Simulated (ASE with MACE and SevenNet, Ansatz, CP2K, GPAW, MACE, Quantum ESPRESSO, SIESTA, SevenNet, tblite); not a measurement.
# Machine-learned potentials on twisted graphene double bilayer, 27.80° (104 atoms): settings against a plane-wave reference

Aim: run twisted graphene double bilayer, 27.80° (104 atoms) in machine-learned potentials and see how near its forces come to a plane-wave reference, and at what cost.

Calculated with ASE with MACE and SevenNet; the method is named at each step.

## (1) The starting structure

The cell holds 104 atoms: 104 C. Its edges and angles: a = 8.870 Å, b = 8.870 Å, c = 24.180 Å, α = 90.0°, β = 90.0°, γ = 120.0°. It derives from C (graphene). Graphene (a = 2.46 Å) under graphene (a = 2.46 Å), double bilayer, commensurate cell of 13 unit cells a layer, twist 27.80 deg; facing planes 3.33, 3.52, 3.33 Å apart as built; 14 Å of vacuum; minimised with a classical potential. Then every atom was moved at random, 0.05 Å r.m.s. a Cartesian component. Regions: layer 1, 26 atoms (26 C); layer 2, 26 atoms (26 C); layer 3, 26 atoms (26 C); layer 4, 26 atoms (26 C). Vacuum lies along c.

The yardstick, on the same geometry:

- method: Kohn-Sham DFT, PBE, SSSP efficiency 1.3.0 pseudopotentials, plane waves (Quantum ESPRESSO 7.5); sssp-pbe-1.3.0-efficiency, cutoffs 45/360 Ry, Γ point
- r.m.s. force component: 2.969 eV/Å
- longest force: 12.73 eV/Å
- time: 3.6 min on 4 MPI ranks of Arm Neoverse V2, shared host
- CPU time: 14 min

## (2) MACE MPA-0 medium potential

Method: machine-learned interatomic potential MACE MPA-0 medium, trained on PBE(+U) plane-wave data.

run.py

```python
import numpy as np
from ase.io import read
import mlip  # loads the published weights by name

atoms = read("structure.xyz")
atoms.calc = mlip.calc("mace-mpa-0-medium")
energy = atoms.get_potential_energy()
forces = atoms.get_forces()
print(f"energy {energy:.6f} eV")
print("forces (eV/A)")
for i, (a, f) in enumerate(zip(atoms, forces)):
    print(f"{i:4d} {a.symbol:2s} {f[0]:10.5f} {f[1]:10.5f} {f[2]:10.5f}")
```

structure.xyz

```xyz
104
Lattice="8.86970 0.00000 0.00000 -4.43485 7.68139 0.00000 0.00000 0.00000 24.18000" Properties=species:S:1:pos:R:3 pbc="T T T"
C 0.27567 1.43780 7.02598
C 1.33799 0.43707 7.02792
C -0.36574 3.62339 7.05476
C 0.69632 2.76015 6.93990
C -1.01190 6.20265 7.06757
C -0.03038 5.06042 7.08740
C 2.74318 0.80232 7.04629
C -0.63214 7.60442 7.07072
C 2.08269 3.17426 6.96577
C 2.97015 2.13504 6.94764
C 1.39560 5.51762 7.03179
C 2.37043 4.48562 7.03396
C 5.12842 0.26432 7.01534
C 1.68143 6.81508 7.01679
C 4.47082 2.56105 7.02115
C 5.41154 1.59950 7.04968
C 3.70257 4.84127 7.00567
C 4.77957 3.93402 7.06467
C 3.06036 7.30277 6.91959
C 3.99447 6.25065 6.99020
C 6.74856 1.93456 7.00857
C 7.83731 1.08023 7.02139
C 6.15273 4.36364 7.02647
C -1.66267 3.33011 7.03275
C -3.45395 6.72798 6.95489
C -2.31371 5.72824 7.10916
C 0.74270 2.69502 10.44987
C 1.69447 1.74014 10.45712
C -0.02967 5.12280 10.44673
C 0.98596 4.09372 10.39063
C -0.58833 7.51793 10.42545
C 0.29328 6.55107 10.35291
C 3.05725 2.16239 10.36040
C 4.15528 1.13577 10.32002
C 2.35863 4.51973 10.38120
C 3.40672 3.55380 10.39256
C 1.64994 6.90588 10.36645
C 2.69923 5.91421 10.41844
C 5.44440 1.69098 10.32027
C 6.44552 0.64938 10.39547
C 4.83279 3.83755 10.43488
C 5.90886 2.89704 10.47236
C 4.09904 6.26832 10.51032
C 5.13990 5.26267 10.46607
C 7.88042 1.02785 10.32486
C 4.41543 7.63330 10.45833
C -1.71274 3.33864 10.49194
C -0.72714 2.39951 10.45060
C -2.49012 5.75328 10.40248
C -1.37006 4.76054 10.47598
C 1.36092 0.44083 10.37902
C -1.99985 7.08286 10.39015
C 6.18546 0.76153 13.87956
C 5.75918 2.12606 13.66484
C 4.33804 2.65799 13.81718
C 4.06538 3.96029 13.74536
[... 44 atom lines left out ...]
C 5.75142 2.13750 17.11823
C 5.43141 3.52353 17.15644
C 4.09545 3.90668 17.15402
C 3.78705 5.37398 17.20020
```

The run is started by

```bash
$ OMP_NUM_THREADS=1 python run.py > output.txt
```

The log of the run:

```text
energy -939.468924 eV
forces (eV/A)
   0 C     4.61590   -0.80747   -0.49052
   1 C    -0.92908   -2.07613   -0.28811
   2 C     3.06374    6.04137   -0.23964
   3 C     0.41981   -0.45677    0.76758
   4 C     2.27251   -3.34772    0.50205
   5 C     1.17882    2.69542   -0.47684
   6 C    -3.41738    0.29996   -0.28602
   7 C    -1.21016   -3.74451   -0.24585
   8 C    -4.47603   -2.89373   -0.19834
   9 C     6.61353    2.56601    0.58571
  10 C    -4.35304   -4.75351    0.33609
  11 C     1.07329    2.36077   -0.37129
  12 C     0.18124   -4.13054    0.38703
  13 C     1.78451    7.43048   -0.63482
  14 C    -5.23492    1.24672   -0.13559
  15 C     2.48907   -0.73996   -0.44988
  16 C     1.43728    2.53599    0.35541
  17 C     0.64099   -0.17491   -0.67469
  18 C    -0.96117   -0.70620    1.16741
  19 C     3.31952    1.83384   -0.62753
  20 C     3.24617    3.82937    0.34530
  21 C    -3.10751   -5.28797   -0.71268
  22 C     1.68727   -0.94770    0.71720
  23 C    -6.70941   -1.53252   -0.03828
[...]
96 C     4.76996    6.73700    0.05550
  97 C    -8.03283  -10.59280    0.28446
  98 C     0.59677    1.55347    0.80698
  99 C     3.35691   -4.38781   -0.86324
 100 C     2.68546   -0.63250    0.54013
 101 C     1.26153   -0.03611   -0.26248
 102 C    -0.11199    3.34319   -0.36545
 103 C    -3.33641   -4.56834   -0.43809
```

Wall time 8.3 s (1 thread of Arm Neoverse V2, shared host); peak memory 1.3 GiB.

Banners, paths, timers and routine set-up lines are dropped from the logs unmarked, and long logs keep their key lines alone; longer cuts are marked.

Against the reference:

- r.m.s. force component: 3.162 eV/Å
- r.m.s. difference of force components: 271.8 meV/Å
- longest difference of force vectors: 972 meV/Å
- force difference over r.m.s. force: 9.153 %
- slope of forces against the reference's: 1.063
- correlation of force components: 0.998

The surroundings of C43, picked at random, nearest first, numbered as they follow in the input and with coordinates relative to it.

| atom | x | y | z | distance (Å) | bonds | Fx | Fy | Fz (eV/Å) |
| --- | --- | --- | --- | --- | --- | --- | --- | --- |
| C43 | 0.00 | 0.00 | 0.00 | 0.00 | 3 | -1.42 | -0.41 | -0.74 |
| C46 | 0.32 | 1.36 | -0.05 | 1.40 | 3 | 1.54 | 3.06 | -0.88 |
| C38 | -1.40 | -0.35 | -0.09 | 1.45 | 3 | -0.06 | -0.36 | 0.01 |
| C44 | 1.04 | -1.01 | -0.04 | 1.45 | 3 | -4.19 | -0.68 | 0.06 |
| C49 | 2.28 | -0.52 | -0.11 | 2.34 | 3 | 7.68 | -0.79 | 0.45 |
| C35 | -1.74 | -1.75 | -0.13 | 2.47 | 3 | 0.17 | 0.92 | 0.09 |
| C51 | 1.70 | 1.85 | -0.13 | 2.52 | 3 | 0.32 | -6.36 | 0.63 |
| C45 | -0.65 | 2.44 | -0.19 | 2.53 | 3 | -3.49 | -2.42 | 1.46 |
| C37 | -2.45 | 0.64 | -0.14 | 2.53 | 3 | 2.23 | 1.68 | 0.07 |
| C41 | 0.73 | -2.43 | -0.08 | 2.54 | 3 | -1.29 | 3.71 | 0.24 |

Atoms are counted from 1 here, from 0 in the log.

Forces lie 9.2 % from the reference's, at 0.0092 times its CPU time (on 1 against 4 cores).

## (3) MACE MP-0b3 medium potential

Method: machine-learned interatomic potential MACE MP-0b3 medium, trained on PBE(+U) plane-wave data.

Edit run.py of step 2 so:

```diff
@@ -5,3 +5,3 @@
 atoms = read("structure.xyz")
-atoms.calc = mlip.calc("mace-mpa-0-medium")
+atoms.calc = mlip.calc("mace-mp-0b3-medium")
 energy = atoms.get_potential_energy()
```

structure.xyz is that of step 2.

The log of the run:

```text
energy -938.553291 eV
forces (eV/A)
   0 C     3.82061   -0.90299   -0.46591
   1 C    -0.81185   -1.75263   -0.30016
   2 C     2.44825    5.45379   -0.28281
   3 C     0.38364   -0.42652    0.68314
   4 C     1.94694   -3.08580    0.50450
   5 C     0.91449    2.50045   -0.45897
   6 C    -2.88800    0.21189   -0.36218
   7 C    -0.97828   -3.39845   -0.25068
   8 C    -3.68470   -2.53381   -0.24047
   9 C     5.76565    2.31872    0.56212
  10 C    -3.60146   -3.85830    0.32257
  11 C     0.88877    1.95213   -0.36809
  12 C     0.20571   -3.57950    0.32411
  13 C     1.29845    6.29150   -0.66413
  14 C    -4.54796    0.95473   -0.18650
  15 C     1.93123   -0.64227   -0.41662
  16 C     1.18915    2.35403    0.32771
  17 C     0.58085   -0.09911   -0.63980
  18 C    -0.87682   -0.67084    1.07818
  19 C     3.07585    1.65904   -0.68760
  20 C     2.83237    3.25001    0.29065
  21 C    -2.59096   -4.68663   -0.69836
  22 C     1.43612   -0.83266    0.70925
  23 C    -5.62845   -1.12746   -0.12844
[...]
96 C     4.13028    6.04690    0.17636
  97 C    -6.59396   -9.37925    0.35228
  98 C     0.50558    1.33343    0.87804
  99 C     2.73741   -3.97474   -0.84836
 100 C     2.48992   -0.43526    0.61265
 101 C     1.22076    0.22872   -0.29032
 102 C    -0.26320    3.00371   -0.35207
 103 C    -2.92302   -3.94793   -0.38829
```

Wall time 8.2 s (1 thread); peak memory 1.3 GiB.

Numbers from this run, and their distance from the reference:

```
r.m.s. force component                  : 2.815 eV/Å
r.m.s. difference of force components   : 251.3 meV/Å
longest difference of force vectors     : 1291 meV/Å
force difference over r.m.s. force      : 8.465 %
slope of forces against the reference's : 0.946
correlation of force components         : 0.9976
```

Against the first run (9.2 %), the force difference from the reference is 8.5 %, at 1.0 times the CPU time.

## (4) SevenNet l3i5 potential

Method: machine-learned interatomic potential SevenNet l3i5, trained on PBE(+U) plane-wave data.

Edit run.py of step 3 so:

```diff
@@ -5,3 +5,3 @@
 atoms = read("structure.xyz")
-atoms.calc = mlip.calc("mace-mp-0b3-medium")
+atoms.calc = mlip.calc("7net-l3i5")
 energy = atoms.get_potential_energy()
```

structure.xyz is that of step 3.

The log of the run:

```text
energy -940.261902 eV
forces (eV/A)
   0 C     4.58776   -0.98841   -0.49582
   1 C    -0.94504   -2.00690   -0.33421
   2 C     3.09682    5.93459   -0.36562
   3 C     0.23828   -0.40748    0.80745
   4 C     2.01104   -3.20558    0.50276
   5 C     1.13075    2.82099   -0.38016
   6 C    -3.28533    0.04403   -0.29016
   7 C    -1.19741   -3.82892   -0.32108
   8 C    -4.18996   -2.75962   -0.23779
   9 C     6.03108    2.52370    0.56663
  10 C    -3.88241   -4.68363    0.29321
  11 C     0.83179    2.29695   -0.33737
  12 C     0.19818   -3.94368    0.48330
  13 C     1.51385    7.23686   -0.71971
  14 C    -4.79580    1.15600   -0.07940
  15 C     2.47442   -0.79055   -0.57681
  16 C     1.53150    2.54872    0.41648
  17 C     0.78259    0.09521   -0.77942
  18 C    -1.15374   -0.68154    1.25617
  19 C     3.36489    1.73410   -0.77125
  20 C     3.00807    3.55449    0.40938
  21 C    -3.02274   -5.23976   -0.75397
  22 C     1.63373   -0.70756    0.81645
  23 C    -6.63175   -1.13506   -0.11875
[...]
96 C     4.83907    6.48096    0.13223
  97 C    -7.56043  -10.29906    0.26833
  98 C     0.62847    1.41768    0.80223
  99 C     3.22196   -4.12414   -0.85006
 100 C     2.64537   -0.40027    0.63860
 101 C     0.94479    0.14424   -0.23962
 102 C    -0.31897    3.14541   -0.33378
 103 C    -3.17226   -4.36718   -0.43524
```

Run time: 12 s. Hardware: 1 thread; peak memory 2.1 GiB.

Numbers from this run, and their distance from the reference:

```
r.m.s. force component                  : 3.002 eV/Å
r.m.s. difference of force components   : 185.1 meV/Å
longest difference of force vectors     : 731.7 meV/Å
force difference over r.m.s. force      : 6.234 %
slope of forces against the reference's : 1.009
correlation of force components         : 0.9981
```

Against the first run (9.2 %), the force difference from the reference is 6.2 %, at 1.5 times the CPU time.

## (5) All runs compared

Differences are against the plane-wave reference, forces as r.m.s. over components; share is that over the reference's r.m.s. force, slope the least-squares factor from reference forces to these. Total energies of different programs have different zeros and aren't compared.

| run | Δ force, r.m.s. (meV/Å) | share (%) | slope | cores | CPU time | memory (GiB) |
| --- | --- | --- | --- | --- | --- | --- |
| reference | - | - | - | 4 | 14 min | 4.3 |
| MACE MPA-0 medium potential | 272 | 9.15 | 1.063 | 1 | 7.9 s | 1.3 |
| MACE MP-0b3 medium potential | 251 | 8.47 | 0.946 | 1 | 8 s | 1.3 |
| SevenNet l3i5 potential | 185 | 6.23 | 1.009 | 1 | 12 s | 2.1 |

Times of the machine-learned potentials are mostly Python's start and the loading of weights.

CPU time is summed over cores on a shared host, where runs went side by side, so it is rough. Symmetry, cutoffs, thresholds, outputs and thread counts weren't matched or tuned between programs; memory under MPI is the largest rank's times the ranks.

## (6) Summary of results

```yaml
nearest_in_forces: SevenNet l3i5 potential, 6.2 %
its_cpu_time: 12 s
```

What this shows: Machine-learned potentials differ by 6.2 % (SevenNet l3i5 potential) to 9.2 % (MACE MPA-0 medium potential); they were trained on other programs' data. Machine-learned potentials mimic data converged in k, so the reference's own k-point error enters their differences. The reference's PBE has no dispersion term, which matters for the binding between molecules or layers. One k-point is far too coarse for the carbon or group-IV sheet, and it can put spurious forces of up to about 1 eV/Å on the sheet's atoms. The electronic-structure runs sample only Γ, in a cell whose shortest periodic width is 8 Å.

[Also dropped from logs without a mark: logging warnings of Python, and SIESTA's first energy breakdown and zero terms.]

[Logs are printed without paths, hosts, clocks, repeated set-up lines and the standing remarks that a program may print on its own settings, such as how far it seeks lower states.]

[Hosts, paths, dates, database ids (printed as entryN), source tags and the programs' standing remarks are cut or masked in the printed files.]
